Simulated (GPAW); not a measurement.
The O K edge of atom 3 in MnCoO4 (P2/m), with 1 Co at 1.90 Å and 2 Mn at 1.93 Å (distorted pyramidal, site symmetry m), was computed in 2 ways: excited-electron core hole (neutral cell) and half core hole. Program and functional: GPAW, LDA, Gaussian full width 0.9 eV up to 4 eV, rising linearly to 3.5 eV at 25 eV; cells of 12 atoms.

Each run is counted from its own lowest empty level or Fermi level and scaled to a mean of 1 over its first 20 eV.

| E (eV) | run 1 | run 2 |
| --- | --- | --- |
| -2.0 | 0.00 | 0.00 |
| -1.5 | 0.00 | 0.00 |
| -1.0 | 0.00 | 0.00 |
| -0.5 | 0.03 | 0.03 |
| 0.0 | 0.17 | 0.20 |
| 0.5 | 0.37 | 1.06 |
| 1.0 | 1.36 | 2.75 |
| 1.5 | 3.48 | 2.56 |
| 2.0 | 3.49 | 1.03 |
| 2.5 | 1.52 | 1.24 |
| 3.0 | 1.33 | 1.40 |
| 3.5 | 1.64 | 0.42 |
| 4.0 | 0.60 | 0.04 |
| 4.5 | 0.06 | 0.00 |
| 5.0 | 0.00 | 0.00 |
| 5.5 | 0.00 | 0.00 |
| 6.0 | 0.00 | 0.01 |
| 6.5 | 0.00 | 0.03 |
| 7.0 | 0.02 | 0.09 |
| 7.5 | 0.06 | 0.18 |
| 8.0 | 0.12 | 0.32 |
| 8.5 | 0.22 | 0.49 |
| 9.0 | 0.35 | 0.69 |
| 9.5 | 0.49 | 0.92 |
| 10.0 | 0.65 | 1.16 |
| 10.5 | 0.81 | 1.39 |
| 11.0 | 0.97 | 1.60 |
| 11.5 | 1.14 | 1.74 |
| 12.0 | 1.30 | 1.90 |
| 12.5 | 1.48 | 2.13 |
| 13.0 | 1.73 | 2.33 |
| 13.5 | 2.01 | 2.34 |
| 14.0 | 2.20 | 2.10 |
| 14.5 | 2.20 | 1.76 |
| 15.0 | 2.00 | 1.42 |
| 15.5 | 1.71 | 1.15 |
| 16.0 | 1.39 | 0.92 |
| 16.5 | 1.10 | 0.72 |
| 17.0 | 0.85 | 0.56 |
| 17.5 | 0.65 | 0.48 |
| 18.0 | 0.53 | 0.48 |
| 18.5 | 0.49 | 0.55 |
| 19.0 | 0.53 | 0.65 |
| 19.5 | 0.61 | 0.76 |
| 20.0 | 0.69 | 0.82 |
| 20.5 | 0.76 | 0.85 |
| 21.0 | 0.79 | 0.83 |
| 21.5 | 0.78 | 0.79 |
| 22.0 | 0.75 | 0.74 |
| 22.5 | 0.71 | 0.68 |
| 23.0 | 0.66 | 0.61 |
| 23.5 | 0.61 | 0.55 |
| 24.0 | 0.54 | 0.49 |
| 24.5 | 0.48 | 0.44 |
| 25.0 | 0.43 | 0.40 |
| 25.5 | 0.39 | 0.39 |
| 26.0 | 0.37 | 0.40 |
| 26.5 | 0.36 | 0.42 |
| 27.0 | 0.37 | 0.44 |
| 27.5 | 0.38 | 0.47 |
| 28.0 | 0.40 | 0.49 |
| 28.5 | 0.41 | 0.51 |
| 29.0 | 0.43 | 0.54 |
| 29.5 | 0.44 | 0.58 |
| 30.0 | 0.46 | 0.65 |
| 30.5 | 0.49 | 0.73 |
| 31.0 | 0.54 | 0.83 |
| 31.5 | 0.61 | 0.94 |
| 32.0 | 0.70 | 1.03 |

Q: Which run is which?

Run 1: half core hole (area from −2 to 6 eV 7.0, main maxima 1.8 eV (3.91), 3.4 eV (1.72), 14.2 eV (2.23) and 21.1 eV (0.79)). Run 2: excited-electron core hole (neutral cell) (area from −2 to 6 eV 5.4, main maxima 1.2 eV (3.02), 2.8 eV (1.55), 13.3 eV (2.37) and 20.5 eV (0.85)). 

[Hosts, paths, dates, database ids (printed as entryN), source tags and the programs' standing remarks are cut or masked in the printed files.]

[Lists of maxima count a maximum above −3 eV only where it reaches 4 % of the highest in the window and stands out from its surroundings by 2 % of it (1.5 % where it reaches 55 %); shoulders and weaker maxima are passed over, and of the rest the first, up to two pre-edge ones and the few strongest are named.]
